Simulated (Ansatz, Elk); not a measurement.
# Bonding as seen by X-rays: InPb3C

The structure of InPb3C used here is made up (a known structure type with other elements) and was relaxed beforehand with r2SCAN. The aim is the Fourier transform of its all-electron density, F(hkl), set beside the sum over free spherical atoms that refinements use.

Calculated with Elk 11.2.3 (patched build); DFT, PBE, all-electron APW+lo, Dirac cores, scalar-relativistic bands, static density, no spin.

The structure was built from a prototype and need not be the compound's stable phase.

## (1) Starting point

Symmetry: Pm-3m, No. 221, cubic system. Conventional cell: a = 5.084 Å, b = 5.084 Å, c = 5.084 Å, α = 90.00°, β = 90.00°, γ = 90.00°. Nearest to Pb lie 2 C at 2.54 Å and 4 In at 3.59 Å and 8 Pb at 3.59 Å. In has 12 Pb at 3.59 Å nearest. Nearest to C lie 6 Pb at 2.54 Å. Farther neighbours are not listed.

## (2) Ground state and structure factors

An all-electron density is needed, since X-rays see the cores too. Task 0 finds the density and task 195 Fourier-transforms it; tshift is off so that phases refer to the origin typed.

elk.in reads:

```
tasks
  0
  195

xctype
  20

spinpol
  .false.

rgkmax
  7.0

gmaxvr
  14.0

lmaxo
  7

lmaxapw
  8

swidth
  0.002

tshift
  .false.

ramdisk
  .false.

hmaxvr
  5.5

maxscl
  120

epspot
  1e-06

sppath
  './'

avec
  9.60645391508 -0.00000000000 -0.00000000000
  -0.00000000000 9.60645391508 -0.00000000000
  -0.00000000000 -0.00000000000 9.60645391508

atoms
  3
  'Pb.in'
  3
  0.0000000000 0.5000000000 0.5000000000   0.000000 0.000000 0.000000
  0.5000000000 0.0000000000 0.5000000000   0.000000 0.000000 0.000000
  0.5000000000 0.5000000000 0.0000000000   0.000000 0.000000 0.000000
  'In.in'
  1
  -0.0000000000 -0.0000000000 -0.0000000000   0.000000 0.000000 0.000000
  'C.in'
  1
  0.5000000000 0.5000000000 0.5000000000   0.000000 0.000000 0.000000

ngridk
  5 5 5
```

Launch:

```sh
OMP_NUM_THREADS=4 elk
```

Numbers of over 12 decimals in the logs are rounded to 6 here.

The log of the run:

```text
┌─────────────────────────┐
│ Elk code version 11.2.3 │
└─────────────────────────┘

All units are atomic (Hartree, Bohr, etc.)

┌─────────────────────────────────────────────────┐
│ Ground-state run starting from atomic densities │
└─────────────────────────────────────────────────┘

Lattice vectors :
   9.606453915      -0.000000000      -0.000000000
  -0.000000000       9.606453915      -0.000000000
  -0.000000000      -0.000000000       9.606453915

Reciprocal lattice vectors :
  0.6540587570       0.000000000       0.000000000
   0.000000000      0.6540587570       0.000000000
   0.000000000       0.000000000      0.6540587570

Unit cell volume      :    886.5215783
Brillouin zone volume :   0.2798016647

Muffin-tin inner radius fraction :   0.1000000000E-01

Nuclei treated as point charges

Species : 1 (Pb)
 parameters loaded from : Pb.in
 name : lead
 nuclear charge    :   -82.00000000
 electronic charge :    82.00000000
 atomic mass :    377702.4943
 muffin-tin radius :    2.800000000
 number of radial points in muffin-tin :   1393
 inner part over the whole radius :   0.9993555083E-02
 number on inner part of muffin-tin    :   1001
 approximate nuclear radius :   0.1047603524E-03
 number of mesh points to nuclear radius :    525
 atomic positions (lattice), magnetic fields (Cartesian) :
  1 :   0.00000000  0.50000000  0.50000000    0.00000000  0.00000000  0.00000000
  2 :   0.50000000  0.00000000  0.50000000    0.00000000  0.00000000  0.00000000
  3 :   0.50000000  0.50000000  0.00000000    0.00000000  0.00000000  0.00000000

Species : 2 (In)
 parameters loaded from : In.in
 name : indium
 nuclear charge    :   -49.00000000
 electronic charge :    49.00000000
 atomic mass :    209300.4102
 muffin-tin radius :    2.600000000
 number of radial points in muffin-tin :   1193
 inner part over the whole radius :   0.9943151076E-02
 number on inner part of muffin-tin    :    850
 approximate nuclear radius :   0.8768807633E-04
 number of mesh points to nuclear radius :    427
 atomic positions (lattice), magnetic fields (Cartesian) :
  1 :   0.00000000  0.00000000  0.00000000    0.00000000  0.00000000  0.00000000

Species : 3 (C)
 parameters loaded from : C.in
 name : carbon
 nuclear charge    :   -6.000000000
 electronic charge :    6.000000000
 atomic mass :    21894.16674
 muffin-tin radius :    1.800000000
 number of radial points in muffin-tin :    593
 inner part over the whole radius :   0.9914778686E-02
 number on inner part of muffin-tin    :    406
 approximate nuclear radius :   0.4747601631E-04
 number of mesh points to nuclear radius :    166
 atomic positions (lattice), magnetic fields (Cartesian) :
  1 :   0.50000000  0.50000000  0.50000000    0.00000000  0.00000000  0.00000000

Total number of atoms per unit cell :    5
Total muffin-tin volume :    373.9081688
 ratio of muffin-tin to unit cell volume :   0.4217699580

Spin treatment :
 spin-unpolarised

Number of Bravais lattice symmetries :   48
Number of crystal symmetries         :   48
Crystal has inversion symmetry
Real symmetric eigensolver will be used

k-point grid :      5     5     5
k-point offset :    0.000000000       0.000000000       0.000000000
k-point set is reduced with full crystal symmetry group
Total number of k-points :       10

Muffin-tin radius times maximum |G+k| :    7.000000000
 using average radius
Maximum |G+k| for APW functions       :    2.734375000
Maximum (1/2)|G+k|²                   :    3.738403320
Maximum |G| for potential and density :    14.00000000
Constant for pseudocharge density :   10
 order of it for each species :   17  17  17
 order of it for pair densities of each species (exact exchange by exxq0 0: 18) :   12  10   4
Radial integration step length :    1

G-vector grid sizes :     45    45    45
Number of G-vectors :    41155

Maximum angular momentum used for
 APW functions            :    8
 outer part of muffin-tin :    7
 inner part of muffin-tin :    2

Total nuclear charge    :   -301.0000000
[...]
Density of states at Fermi energy :    127.0213816
 (states/Hartree/unit cell)

Estimated indirect band gap :   0.1553632990E-02
 from k-point 9 to k-point 3
Estimated direct band gap   :   0.1508983352E-01
 at k-point 5

Charges :
 core                        :    236.0000000
 valence                     :    65.00000000
 interstitial                :    7.400401857
 muffin-tins (core leakage)
  species : 1 (Pb)
   atom 1                    :    80.12748745     (  0.1237573068E-02)
[...]
species : 2 (In)
[...]
species : 3 (C)
[...]
total in muffin-tins        :    293.5995981
 total calculated charge     :    300.9934180
 total charge                :    301.0000000
 error                       :   0.6581995215E-02

RMS change in Kohn-Sham potential (target) :    1.074114542     (  0.1000000000E-05)
Absolute change in total energy (target)   :   0.7754934442E-02 (  0.1000000000E-03)

[... loops 3 to 17 left out ...]

┌──────────────────┐
│ Loop number : 18 │
└──────────────────┘

Energies :
 Fermi                       :     0.206932
 sum of occupied eigenvalues :     -42400.698734268
 electron kinetic            :      79329.123958307
 core electron kinetic       :      78723.719844838
 Coulomb                     :     -146699.97976146
 Coulomb potential           :     -119981.52981966
 nuclear-nuclear             :     -5332.2416297550
 electron-nuclear            :     -162843.80138717
 Hartree                     :      21476.063255468
 Madelung                    :     -86709.214851627
 xc potential                :     -1748.2928729176
 exchange                    :     -1318.3087287274
 correlation                 :     -17.995244831484
 electron entropic           :    -0.24954411085297E-02
 total energy                :     -68707.162272148

Density of states at Fermi energy :    200.4522074
 (states/Hartree/unit cell)

Estimated indirect band gap :   0.8861538925E-03
 from k-point 4 to k-point 8
Estimated direct band gap   :   0.1397552218E-01
 at k-point 5

Charges :
 core                        :    236.0000000
 valence                     :    65.00000000
 interstitial                :    7.889674718
 muffin-tins (core leakage)
  species : 1 (Pb)
[...]
species : 2 (In)
[...]
species : 3 (C)
[...]
total in muffin-tins        :    293.1103253
 total calculated charge     :    300.9942049
 total charge                :    301.0000000
 error                       :   0.5795145520E-02

RMS change in Kohn-Sham potential (target) :   0.5125724634E-06 (  0.1000000000E-05)
Absolute change in total energy (target)   :   0.7608515443E-04 (  0.1000000000E-03)

Convergence targets achieved

┌──────────────────┐
│ Loop number : 19 │
└──────────────────┘

Energies :
 Fermi                       :     0.206932
 sum of occupied eigenvalues :     -42400.698709082
 electron kinetic            :      79329.123941609
 core electron kinetic       :      78723.719807779
 Coulomb                     :     -146699.97973130
 Coulomb potential           :     -119981.52978598
 nuclear-nuclear             :     -5332.2416297550
 electron-nuclear            :     -162843.80135811
 Hartree                     :      21476.063256563
 Madelung                    :     -86709.214838306
 xc potential                :     -1748.2928647094
 exchange                    :     -1318.3087281176
 correlation                 :     -17.995244839830
 electron entropic           :    -0.24954374319222E-02
 total energy                :     -68707.162258083

Density of states at Fermi energy :    200.4518227
 (states/Hartree/unit cell)

Estimated indirect band gap :   0.8862002336E-03
 from k-point 4 to k-point 8
Estimated direct band gap   :   0.1397550326E-01
 at k-point 5

Charges :
 core                        :    236.0000000
 valence                     :    65.00000000
 interstitial                :    7.889674860
 muffin-tins (core leakage)
  species : 1 (Pb)
[...]
atom 3                    :    80.31985214     (  0.1182880283E-02)
  species : 2 (In)
   atom 1                    :    47.23824110     (  0.1271237884E-03)
  species : 3 (C)
   atom 1                    :    4.912527621     (  0.3362607778E-05)
 total in muffin-tins        :    293.1103251
 total calculated charge     :    300.9942049
 total charge                :    301.0000000
 error                       :   0.5795143180E-02

┌──────────────────────────────┐
│ Self-consistent loop stopped │
└──────────────────────────────┘

Warning : the lowest level lies among the core levels :   -2.499182488      -2.569268659

Warning : core states of species 1 leak from the muffin-tin :   0.1182880283E-02

Warning : core states of species 2 leak from the muffin-tin :   0.1271237884E-03

Wrote STATE.OUT
```

The job ended after 24 s (4 threads of AMD EPYC 9B14 (Zen 4), shared host; peak memory 0.25 GiB).

SFACRHO.OUT:

```text

h k l indices transformed by vhmat matrix:
   1.000000000       0.000000000       0.000000000    
   0.000000000       1.000000000       0.000000000    
   0.000000000       0.000000000       1.000000000    

      h      k      l  multipl.   |H|            Re(F)            Im(F)           |F|

      0      0      0      1   0.0000000       301.00000      0.33807509E-15   301.00000    
      0      0      1      6  0.65405876      -37.260456      0.19639733E-13   37.260456    
      0     -1      1     12  0.92497876      -26.471559     -0.36223095E-14   26.471559    
     -1     -1     -1      8   1.1328630       252.79002      0.50961369E-13   252.79002    
      0      0     -2      6   1.3081175       252.72257      0.34963477E-13   252.72257    
     -1     -2      0     24   1.4625198      -32.887521     -0.17709500E-13   32.887521    
     -2      1      1     24   1.6021102      -25.942506     -0.32576850E-13   25.942506    
     -2      2      0     12   1.8499575       227.86556      0.67474673E-14   227.86556    
     -2      1     -2     24   1.9621763      -30.261272      0.14353108E-13   30.261272    
     -3      0      0      6   1.9621763      -30.324896     -0.46677337E-13   30.324896    
      0      3     -1     24   2.0683154      -25.046242     -0.52569556E-15   25.046242    
      3     -1      1     24   2.1692675       209.84939     -0.46078508E-13   209.84939    
      2      2      2      8   2.2657260       210.53173     -0.88142144E-13   210.53173    
      0      3     -2     24   2.3582424      -28.629966      0.42679777E-13   28.629966    
     -3      1      2     48   2.4472638      -24.176663      0.27694696E-13   24.176663    
      4      0      0      6   2.6162350       197.26238     -0.54990861E-13   197.26238    
     -1      0      4     24   2.6967533      -27.379323     -0.12574391E-13   27.379323    
      2     -3     -2     24   2.6967533      -27.353143     -0.35324372E-13   27.353143
```

Elk indexes on the primitive cell of elk.in and gives |H| = 4π sin θ/λ in inverse bohr. Below, one row stands for each form hkl of the conventional cell (m members, Friedel mates merged), F is for one primitive cell and the density is static (no thermal factor). Free-atom factors are Waasmaier and Kirfel's, and R is Σm||F|−|F'||/Σm|F|.

| hkl | m | sin θ/λ (Å⁻¹) | abs F, DFT | neutral atoms | diff. |
| --- | --- | --- | --- | --- | --- |
| 100 | 6 | 0.098 | 37.261 | 37.239 | +0.021 |
| 110 | 12 | 0.139 | 26.472 | 26.796 | -0.324 |
| 111 | 8 | 0.170 | 252.790 | 253.302 | -0.512 |
| 200 | 6 | 0.197 | 252.723 | 252.844 | -0.121 |
| 210 | 24 | 0.220 | 32.888 | 32.730 | +0.158 |
| 211 | 24 | 0.241 | 25.942 | 25.909 | +0.033 |
| 220 | 12 | 0.278 | 227.866 | 227.927 | -0.061 |
| 221 | 24 | 0.295 | 30.261 | 30.293 | -0.032 |
| 300 | 6 | 0.295 | 30.325 | 30.293 | +0.032 |
| 310 | 24 | 0.311 | 25.046 | 24.999 | +0.048 |
| 311 | 24 | 0.326 | 209.849 | 209.808 | +0.041 |
| 222 | 8 | 0.341 | 210.532 | 210.556 | -0.024 |
| 320 | 24 | 0.355 | 28.630 | 28.647 | -0.017 |
| 321 | 48 | 0.368 | 24.177 | 24.140 | +0.036 |

## (3) The highest occupied states alone

An energy window below the Fermi level keeps the highest occupied states, to see at which angles they scatter; shallow core shells can lie inside it and anion s states outside. No new self-consistency is needed.

Edit elk.in of step 2 so:

```diff
@@ -1,3 +1,2 @@
 tasks
-  0
   195
@@ -40,2 +39,5 @@
 
+wsfac
+  -0.344310 0.506930
+
 sppath
```

Launch:

```sh
OMP_NUM_THREADS=4 elk
```

The log of the run:

```text
┌─────────────────────────────────┐
│ Elk code version 11.2.3 started │
└─────────────────────────────────┘

Info(readinput): the functional depends on the density's gradient
 muffin-tin radial points multiplied by    2.00000
 (not where nrmtscf is given)

┌────────────────────┐
│ Current task : 195 │
└────────────────────┘

Info(sfacrho): density structure factors written to SFACRHO.OUT

 Energy window :  -0.3443100000      0.5069300000

┌──────────────────┐
│ Elk code stopped │
└──────────────────┘
```

It took 11 s on 4 threads; peak memory 0.17 GiB; 14 s of CPU time.

States within 15 eV below the Fermi level hold 29.00 electrons; any levels below the window count with the cores. Their amplitudes can exceed the total, where window and core parts have opposite phase:

| hkl | sin θ/λ (Å⁻¹) | abs F, window | abs F, all |
| --- | --- | --- | --- |
| 100 | 0.098 | 5.034 | 37.261 |
| 110 | 0.139 | 10.149 | 26.472 |
| 111 | 0.170 | 6.841 | 252.790 |
| 200 | 0.197 | 8.920 | 252.723 |
| 210 | 0.220 | 3.993 | 32.888 |
| 211 | 0.241 | 6.062 | 25.942 |
| 220 | 0.278 | 4.440 | 227.866 |
| 221 | 0.295 | 2.991 | 30.261 |
| 300 | 0.295 | 2.956 | 30.325 |
| 310 | 0.311 | 3.737 | 25.046 |

## (4) Another functional

The difference from free atoms is small, so it is set against the change that LDA (Perdew-Wang) makes.

Edit elk.in of step 3 so:

```diff
@@ -1,2 +1,3 @@
 tasks
+  0
   195
@@ -4,3 +5,3 @@
 xctype
-  20
+  3
 
@@ -39,5 +40,2 @@
 
-wsfac
-  -0.344310 0.506930
-
 sppath
```

Launch:

```sh
OMP_NUM_THREADS=4 elk
```

The log of the run:

```text
┌─────────────────────────┐
│ Elk code version 11.2.3 │
└─────────────────────────┘

All units are atomic (Hartree, Bohr, etc.)

┌─────────────────────────────────────────────────┐
│ Ground-state run starting from atomic densities │
└─────────────────────────────────────────────────┘

Lattice vectors :
   9.606453915      -0.000000000      -0.000000000
  -0.000000000       9.606453915      -0.000000000
  -0.000000000      -0.000000000       9.606453915

Reciprocal lattice vectors :
  0.6540587570       0.000000000       0.000000000
[...]
species : 3 (C)
   atom 1                    :    4.888109455     ( -0.3865409179E-06)
 total in muffin-tins        :    293.1702224
 total calculated charge     :    300.9942065
 total charge                :    301.0000000
 error                       :   0.5793547128E-02

┌──────────────────────────────┐
│ Self-consistent loop stopped │
└──────────────────────────────┘

Warning : the lowest level lies among the core levels :   -2.500813130      -2.575575047

Warning : core states of species 1 leak from the muffin-tin :   0.1190985281E-02

Warning : core states of species 2 leak from the muffin-tin :   0.1251442024E-03

Wrote STATE.OUT
[key lines of the parts left out:]
total energy                :     -68667.924410174
```

Wall time 13 s (4 threads); peak memory 0.18 GiB; 27 s of CPU time.

Against the first run R = 0.02 %; the largest change is -0.059 at 220.

## (5) Basis size

The basis and the expansions that go with it are enlarged, to see whether the differences are converged.

Edit elk.in of step 4 so:

```diff
@@ -5,3 +5,3 @@
 xctype
-  3
+  20
 
@@ -11,12 +11,12 @@
 rgkmax
-  7.0
+  8.5
 
 gmaxvr
-  14.0
+  18.0
 
 lmaxo
-  7
+  9
 
 lmaxapw
-  8
+  10
```

Launch:

```sh
OMP_NUM_THREADS=4 elk
```

The log of the run:

```text
┌─────────────────────────┐
│ Elk code version 11.2.3 │
└─────────────────────────┘

All units are atomic (Hartree, Bohr, etc.)

┌─────────────────────────────────────────────────┐
│ Ground-state run starting from atomic densities │
└─────────────────────────────────────────────────┘

Lattice vectors :
   9.606453915      -0.000000000      -0.000000000
  -0.000000000       9.606453915      -0.000000000
  -0.000000000      -0.000000000       9.606453915

Reciprocal lattice vectors :
  0.6540587570       0.000000000       0.000000000
[...]
species : 3 (C)
   atom 1                    :    4.932154252     (  0.3372540327E-05)
 total in muffin-tins        :    293.1540056
 total calculated charge     :    300.9967020
 total charge                :    301.0000000
 error                       :   0.3297974588E-02

┌──────────────────────────────┐
│ Self-consistent loop stopped │
└──────────────────────────────┘

Warning : the lowest level lies among the core levels :   -2.489085321      -2.558674753

Warning : core states of species 1 leak from the muffin-tin :   0.1182224121E-02

Warning : core states of species 2 leak from the muffin-tin :   0.1271029276E-03

Wrote STATE.OUT
[key lines of the parts left out:]
total energy                :     -68707.191220812
```

It took 55 s on 4 threads; peak memory 0.48 GiB; 1.7 min of CPU time.

Against the first run R = 0.01 %; the largest change is -0.016 at 311.

## (6) Settings against the effect

| run | R against the first run (%) | R against neutral atoms, low angle (%) | wall time |
| --- | --- | --- | --- |
| PBE, rgkmax 7 | 0.00 | 0.17 | 24 s |
| LDA (Perdew-Wang) | 0.02 | 0.17 | 13 s |
| rgkmax 8.5 with larger expansions | 0.01 | 0.16 | 55 s |

## (7) What came out

```yaml
r_against_neutral_atoms_sin_theta_lambda_0p3_a_minus1: 0.17 %
r_against_neutral_atoms_0p3_to_0p82_a_minus1: 0.07 %
```

Independent neutral atoms miss the calculated amplitudes by R = 0.17 % below 0.3 Å⁻¹ and 0.07 % from there to 0.82 Å⁻¹; by shells, 0.74 % below 0.15 Å⁻¹ (2 forms), 0.13 % 0.15 to 0.3 (7 forms), 0.03 % 0.3 to 0.45 (12 forms), 0.08 % above 0.45 (70 forms). Bonding, aspherical density and the tables' own atoms all enter these figures, and the runs don't part them. The largest change of an amplitude is -0.51 electrons, at 111. The window's part falls from 29.0 electrons at the origin to at most 0.80 between 0.45 and 0.82 Å⁻¹, where compact states inside the window still scatter. The window holds more than the 19 outer electrons of the free atoms, so shallow core shells lie inside it. Below 0.3 Å⁻¹ the changes that finished (LDA (Perdew-Wang) and rgkmax 8.5 with larger expansions) move F by R = 0.02 % at most, against the 0.17 % that separates it from free atoms. The k-mesh has no finished test. Spin-orbit coupling is left out, which can matter for elements this heavy. Part of the difference isn't bonding: the tables are fits to free atoms and ions calculated by other methods than this functional. Thermal motion, anomalous dispersion and extinction are left out.

[Logs are printed without paths, hosts, clocks, repeated set-up lines and the standing remarks that a program may print on its own settings, such as how far it seeks lower states.]

[Hosts, paths, dates, database ids (printed as entryN), source tags and the programs' standing remarks are cut or masked in the printed files.]
